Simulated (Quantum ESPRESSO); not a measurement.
# How volume moves the moments of FeCo

How does volume change the magnetic state of FeCo?

Program: Quantum ESPRESSO 7.5. Level of theory: PBE; plane waves with GBRV 1.5 PBE potentials, no spin-orbit coupling. Results are calculated unless marked as measured.

## 1. The structure

The structure is cubic, space group Pm-3m (No. 221). The conventional cell has a = 2.857 Å, b = 2.857 Å, c = 2.857 Å, α = 90.00°, β = 90.00°, γ = 90.00°. Nearest to Fe lie 8 Co at 2.47 Å. Co has 8 Fe at 2.47 Å nearest. Farther neighbours are not listed.

Coordinates:

```cif
data_structure
_symmetry_space_group_name_H-M 'Pm-3m'
_symmetry_Int_Tables_number 221
_cell_length_a 2.8570
_cell_length_b 2.8570
_cell_length_c 2.8570
_cell_angle_alpha 90.000
_cell_angle_beta 90.000
_cell_angle_gamma 90.000
_cell_volume 23.32
loop_
_atom_site_label
_atom_site_type_symbol
_atom_site_symmetry_multiplicity
_atom_site_Wyckoff_symbol
_atom_site_fract_x
_atom_site_fract_y
_atom_site_fract_z
_atom_site_occupancy
Fe1 Fe 1 a 0.00000 0.00000 0.00000 1
Co1 Co 1 b 0.50000 0.50000 0.50000 1
```

The lattice constants were typed from memory of published values and not checked against a source.

## 2. Volume 0.91, ferro ++

All lengths scale alike; the factor is that of the volume. Atoms keep their fractional places. Seeded atoms are those given a starting moment.

Input file pw.in:

```
&CONTROL
  calculation = 'scf'
  prefix = 'pwscf'
  outdir = './tmp'
  pseudo_dir = './pseudo'
  disk_io = 'nowf'
  tprnfor = .true.
  tstress = .true.
/
&SYSTEM
  ibrav = 0
  celldm(1) = 8
  nat = 2
  ntyp = 2
  ecutwfc = 40
  ecutrho = 280
  nbnd = 26
  occupations = 'smearing'
  smearing = 'fd'
  degauss = 0.00367493
  nspin = 2
  starting_magnetization(1) = 0.175
  starting_magnetization(2) = 0.1176
/
&ELECTRONS
  conv_thr = 4d-09
  electron_maxstep = 150
  mixing_beta = 0.3
/
ATOMIC_SPECIES
Fe     55.8450 fe_pbe_v1.5.uspp.F.UPF
Co     58.9332 co_pbe_v1.2.uspp.F.UPF
CELL_PARAMETERS alat
   0.6539826868242    0.0000000000000    0.0000000000000
   0.0000000000000    0.6539826868242    0.0000000000000
   0.0000000000000    0.0000000000000    0.6539826868242
ATOMIC_POSITIONS crystal
Fe      0.0000000000    0.0000000000    0.0000000000
Co      0.5000000000    0.5000000000    0.5000000000
K_POINTS automatic
12 12 12 0 0 0
```

Started as:

```bash
> OMP_NUM_THREADS=1 mpirun -n 4 pw.x -nk 4 -in pw.in > pw.out
```

What it wrote:

```text
Program PWSCF v.7.5 starts

     Message from routine setup:
     using ibrav=0 with symmetry is DISCOURAGED, use correct ibrav instead

     K-points division:     npool     =       4
     Subspace diagonalization in iterative solution of the eigenvalue problem:

     bravais-lattice index     =            0
     lattice parameter (alat)  =       8.0000  a.u.
     unit-cell volume          =     143.2085 (a.u.)^3
     number of atoms/cell      =            2
     number of atomic types    =            2
     number of electrons       =        33.00
     number of Kohn-Sham states=           26
     kinetic-energy cutoff     =      40.0000  Ry
     charge density cutoff     =     280.0000  Ry
     scf convergence threshold =      4.0E-09
     mixing beta               =       0.3000
     number of iterations used =            8  plain     mixing
     Exchange-correlation= SLA  PW   PBE  PBE
                           (   1   4   3   4   0   0   0)

     celldm(1)=   8.000000  celldm(2)=   0.000000  celldm(3)=   0.000000
     celldm(4)=   0.000000  celldm(5)=   0.000000  celldm(6)=   0.000000

     crystal axes: (cart. coord. in units of alat)
               a(1) = (   0.653983   0.000000   0.000000 )
               a(2) = (   0.000000   0.653983   0.000000 )
               a(3) = (   0.000000   0.000000   0.653983 )

     reciprocal axes: (cart. coord. in units 2 pi/alat)
               b(1) = (  1.529092  0.000000  0.000000 )
               b(2) = (  0.000000  1.529092  0.000000 )
               b(3) = (  0.000000  0.000000  1.529092 )

     PseudoPot. # 1 for Fe read from file:
     fe_pbe_v1.5.uspp.F.UPF
     Pseudo is Ultrasoft + core correction, Zval = 16.0

     PseudoPot. # 2 for Co read from file:
     co_pbe_v1.2.uspp.F.UPF
     Pseudo is Ultrasoft + core correction, Zval = 17.0

     atomic species   valence    mass     pseudopotential
     Fe               16.00    55.84500     Fe( 1.00)
     Co               17.00    58.93320     Co( 1.00)

     Starting magnetic structure
     atomic species   magnetization
     Fe              0.175
     Co              0.118

     48 Sym. Ops., with inversion, found

   Cartesian axes

     site n.     atom                  positions (alat units)
         1        Fe     tau(   1) = (   0.0000000   0.0000000   0.0000000  )
         2        Co     tau(   2) = (   0.3269913   0.3269913   0.3269913  )

     number of k points=    84  Fermi-Dirac smearing, width (Ry)=  0.0037
                       cart. coord. in units 2pi/alat
        k(    1) = (   0.0000000   0.0000000   0.0000000), wk =   0.0005787
        k(    2) = (   0.0000000   0.0000000   0.1274244), wk =   0.0034722
        k(    3) = (   0.0000000   0.0000000   0.2548487), wk =   0.0034722
        k(    4) = (   0.0000000   0.0000000   0.3822731), wk =   0.0034722
        k(    5) = (   0.0000000   0.0000000   0.5096975), wk =   0.0034722
        [... 79 further k-points ...]

     Dense  grid:    11363 G-vectors     FFT dimensions: (  27,  27,  27)

     Smooth grid:     4945 G-vectors     FFT dimensions: (  24,  24,  24)

     Check: negative core charge=   -0.000061
     Generating pointlists ...
     new r_m :   0.2336 (alat units)  1.8690 (a.u.) for type    1
     new r_m :   0.2336 (alat units)  1.8690 (a.u.) for type    2

     Initial potential from superposition of free atoms

     starting charge      31.0000, renormalised to      33.0000
     Starting wfcs are   26 randomized atomic wfcs

     Self-consistent Calculation

     iteration #  1     ecut=    40.00 Ry     beta= 0.30
     Davidson diagonalization with overlap
     ethr =  1.00E-02,  avg # of iterations =  3.6

     total energy              =    -541.39257750 Ry
     estimated scf accuracy    <      22.64528555 Ry

     total magnetization       =     1.35 Bohr mag/cell
     absolute magnetization    =     1.37 Bohr mag/cell

     iteration #  2     ecut=    40.00 Ry     beta= 0.30
     Davidson diagonalization with overlap
     ethr =  1.00E-02,  avg # of iterations =  2.8

     total energy              =    -547.37969273 Ry
     estimated scf accuracy    <      33.95277760 Ry

     total magnetization       =     0.74 Bohr mag/cell
     absolute magnetization    =     0.75 Bohr mag/cell

     [... further iterations left out ...]

     iteration # 20     ecut=    40.00 Ry     beta= 0.30
     Davidson diagonalization with overlap
     ethr =  9.36E-11,  avg # of iterations =  1.3

     total energy              =    -548.83948506 Ry
     estimated scf accuracy    <       0.00000005 Ry

     total magnetization       =     4.49 Bohr mag/cell
     absolute magnetization    =     4.72 Bohr mag/cell

     iteration # 21     ecut=    40.00 Ry     beta= 0.30
     Davidson diagonalization with overlap
     ethr =  9.36E-11,  avg # of iterations =  1.0

     Magnetic moment per site  (integrated on atomic sphere of radius R)
     atom   1 (R=0.234)  charge= 14.2790  magn=  2.7351
     atom   2 (R=0.234)  charge= 15.4578  magn=  1.8402

     End of self-consistent calculation

     Number of k-points >= 100: set verbosity='high' to print the bands.

     the Fermi energy is    19.9302 ev

!    total energy              =    -548.83948507 Ry
     estimated scf accuracy    <          4.2E-10 Ry
     smearing contrib. (-TS)   =      -0.00071615 Ry
     internal energy E=F+TS    =    -548.83876893 Ry

     The total energy is F=E-TS. E is the sum of the following terms:
     one-electron contribution =    -259.43320078 Ry
     hartree contribution      =     151.58553104 Ry
     xc contribution           =     -62.04752507 Ry
     ewald contribution        =    -378.94357411 Ry

     total magnetization       =     4.49 Bohr mag/cell
     absolute magnetization    =     4.72 Bohr mag/cell

     convergence has been achieved in  21 iterations

     Forces acting on atoms (cartesian axes, Ry/au):

     atom    1 type  1   force =     0.00000000    0.00000000    0.00000000
     atom    2 type  2   force =     0.00000000    0.00000000    0.00000000

     Total force =     0.000000     Total SCF correction =     0.000000

     Computing stress (Cartesian axis) and pressure

          total   stress  (Ry/bohr**3)                   (kbar)     P=      193.84
   0.00131769   0.00000000   0.00000000          193.84        0.00        0.00
   0.00000000   0.00131769   0.00000000            0.00      193.84        0.00
   0.00000000   0.00000000   0.00131769            0.00        0.00      193.84

=------------------------------------------------------------------------------=
   JOB DONE.
=------------------------------------------------------------------------------=
```

It took 18 s on 4 MPI ranks of Arm Neoverse V2, shared host; peak memory 0.28 GiB; 70 s of CPU time.

Spin moment in the atom's sphere by atom:

```tsv
atom	spin moment in the atom's sphere (μB)
Fe1	2.74
Co2	1.84
```

Numbers from this step:

- smearing term TS: 0.009744 eV
- pressure: 19.38 GPa
- magnetization: 4.49 μB
- absolute magnetization: 4.723 μB
- final state: ferromagnetic

## 3. Volume 0.91, no spin polarisation

pw.in: that of step 2 with these lines changed.

```diff
@@ -16,3 +16,3 @@
   ecutrho = 280
-  nbnd = 26
+  nbnd = 24
   occupations = 'smearing'
@@ -20,5 +20,2 @@
   degauss = 0.00367493
-  nspin = 2
-  starting_magnetization(1) = 0.175
-  starting_magnetization(2) = 0.1176
 /
```

What it wrote:

```text
     [... lines left out ...]
Program PWSCF v.7.5 starts
     [... lines left out ...]
     number of atoms/cell      =            2
     [... lines left out ...]
     number of electrons       =        33.00
     number of Kohn-Sham states=           24
     kinetic-energy cutoff     =      40.0000  Ry
     charge density cutoff     =     280.0000  Ry
     scf convergence threshold =      4.0E-09
     [... lines left out ...]
     48 Sym. Ops., with inversion, found
     [... lines left out ...]
     number of k points=    84  Fermi-Dirac smearing, width (Ry)=  0.0037
     [... lines left out ...]
     iteration # 22     ecut=    40.00 Ry     beta= 0.30
     [... lines left out ...]
     the Fermi energy is    19.3249 ev
!    total energy              =    -548.76198575 Ry
     estimated scf accuracy    <          3.2E-10 Ry
     smearing contrib. (-TS)   =      -0.00440265 Ry
     [... lines left out ...]
     convergence has been achieved in  22 iterations
     [... lines left out ...]
     Total force =     0.000000     Total SCF correction =     0.000000
     [... lines left out ...]
          total   stress  (Ry/bohr**3)                   (kbar)     P=      -23.53
     [... lines left out ...]
```

Elapsed: 8.8 s, on 4 MPI ranks; peak memory 0.24 GiB; 35 s of CPU time.

Read from the output:

| Quantity | Value |
| --- | --- |
| smearing term TS | 0.05990 eV |
| pressure | -2.353 GPa |
| final state | non-magnetic (no spin polarisation) |

## 4. Volume 1.09, ferro ++

pw.in: that of step 3 with these lines changed.

```diff
@@ -16,3 +16,3 @@
   ecutrho = 280
-  nbnd = 24
+  nbnd = 26
   occupations = 'smearing'
@@ -20,2 +20,5 @@
   degauss = 0.00367493
+  nspin = 2
+  starting_magnetization(1) = 0.175
+  starting_magnetization(2) = 0.1176
 /
@@ -30,5 +33,5 @@
 CELL_PARAMETERS alat
-   0.6539826868242    0.0000000000000    0.0000000000000
-   0.0000000000000    0.6539826868242    0.0000000000000
-   0.0000000000000    0.0000000000000    0.6539826868242
+   0.6945357732745    0.0000000000000    0.0000000000000
+   0.0000000000000    0.6945357732745    0.0000000000000
+   0.0000000000000    0.0000000000000    0.6945357732745
 ATOMIC_POSITIONS crystal
```

What it wrote:

```text
     [... lines left out ...]
Program PWSCF v.7.5 starts
     [... lines left out ...]
     number of atoms/cell      =            2
     [... lines left out ...]
     number of electrons       =        33.00
     number of Kohn-Sham states=           26
     kinetic-energy cutoff     =      40.0000  Ry
     charge density cutoff     =     280.0000  Ry
     scf convergence threshold =      4.0E-09
     [... lines left out ...]
     48 Sym. Ops., with inversion, found
     [... lines left out ...]
     number of k points=    84  Fermi-Dirac smearing, width (Ry)=  0.0037
     [... lines left out ...]
     iteration # 20     ecut=    40.00 Ry     beta= 0.30
     [... lines left out ...]
     Magnetic moment per site  (integrated on atomic sphere of radius R)
     atom   1 (R=0.248)  charge= 14.4093  magn=  2.9607
     atom   2 (R=0.248)  charge= 15.6072  magn=  1.9063
     [... lines left out ...]
     the Fermi energy is    16.0858 ev
!    total energy              =    -548.83789805 Ry
     estimated scf accuracy    <          2.6E-09 Ry
     smearing contrib. (-TS)   =      -0.00064530 Ry
     [... lines left out ...]
     total magnetization       =     4.72 Bohr mag/cell
     absolute magnetization    =     5.06 Bohr mag/cell
     convergence has been achieved in  20 iterations
     [... lines left out ...]
     Total force =     0.000000     Total SCF correction =     0.000000
     [... lines left out ...]
          total   stress  (Ry/bohr**3)                   (kbar)     P=     -149.53
     [... lines left out ...]
```

It took 18 s on 4 MPI ranks; peak memory 0.3 GiB; 71 s of CPU time.

This step gave:

- smearing term TS: 0.008780 eV
- pressure: -14.95 GPa
- magnetization: 4.721 μB
- absolute magnetization: 5.063 μB
- final state: ferromagnetic
- largest moment: 2.961 μB

## 5. The series

The runs not shown differ from these in the moved quantity alone.

States, by row:

```tsv
volume	ferro ++	no spin polarisation
0.91	ferromagnetic	non-magnetic
0.94	ferromagnetic	non-magnetic
0.97	ferromagnetic	non-magnetic
1	ferromagnetic	non-magnetic
1.03	ferromagnetic	non-magnetic
1.06	ferromagnetic	non-magnetic
1.09	ferromagnetic	non-magnetic
```

Table of largest site moment, ferro ++ by volume:

```tsv
volume (factor)	largest site moment, ferro ++ (μB)
0.9100	2.74
0.9400	2.77
0.9700	2.81
1.0000	2.84
1.0300	2.89
1.0600	2.93
1.0900	2.96
```

The energy less that of the parallel start, no spin polarisation by volume:

```tsv
volume (factor)	energy less that of the parallel start, no spin polarisation (meV a seeded atom)
0.9100	527
0.9400	573
0.9700	616
1.0000	657
1.0300	696
1.0600	733
1.0900	769
```

Table of energy over the lowest by volume; values in meV an atom:

```tsv
volume (factor)	ferro ++	no spin polarisation
0.9100	49.4	577
0.9400	16.6	590
0.9700	1.06	617
1.0000	0	657
1.0300	10.8	707
1.0600	31.3	765
1.0900	60.2	829
```

## 6. Summary of results

| Item | Value |
| --- | --- |
| moment, parallel start | 2.74 to 2.96 μB |
| states met from these starts | ferromagnetic |

In words: The moment of the parallel start goes from 2.74 μB at 0.91 to 2.96 μB at 1.09. The net moment of the cell goes from 4.49 to 4.72 μB. The radius of the spheres follows the nearest distance, so part of the change of the site moments is the spheres'. Only a parallel start was run beside the spinless one, so opposed or spiral orders, which may lie lower, are not probed.

[Logs and program files are shortened in this print: banners, set-up blocks, solver, clock and traceback lines can be left out without a mark of their own.]

[Logs are printed without paths, hosts, clocks, repeated set-up lines and the standing remarks that a program may print on its own settings, such as how far it seeks lower states.]

[Hosts, paths, dates, database ids (printed as entryN), source tags and the programs' standing remarks are cut or masked in the printed files.]

[Where a cell is said to come from a database of computed structures, the database is the Materials Project.]
